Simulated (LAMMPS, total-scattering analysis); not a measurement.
## 59SiO2-22P2O5-5Er2O3-10Li2O-5Al2O3 (mol %): O around Si against pressure

Simulated by classical molecular dynamics (LAMMPS) with the Morse and Coulomb pair potential with partial charges (Pedone, Malavasi, Menziani, Cormack and Segre, J. Phys. Chem. B 110, 11780 (2006)); about 597 atoms, sampled at 300 K, each rigid on the time of the run, cooled at 150 K/ps. The potential has fixed partial charges and no three-body term, so angles and changes of cation coordination with composition are its weak points, and some glasses come out too dense.

| pressure (GPa) | O around Si |
| --- | --- |
| 0 | 4.00 |
| 5 | 4.04 |
| 10 | ? |
| 25 | 4.27 |

**Task.** Fit a straight line to the known rows, say what its slope means, and predict the withheld row.

The means are x̄ = 10 and ȳ = 4.103. Σ(x − x̄)(y − ȳ) = 3.85 and Σ(x − x̄)² = 350, so the slope is 0.011 and the intercept 3.993. The residuals are +0.01, -0.01, +0.00.

The fitted line rises by 0.27 over the range; the table's ends differ by 0.27.

At 10 GPa the line gives 4.10; the run gave 4.16, a miss of -0.06, 22 % of the range covered. With all rows in view, the slope between neighbours runs 0.008, 0.024, 0.00733: no steady trend, so single short runs can't tell curvature from noise.
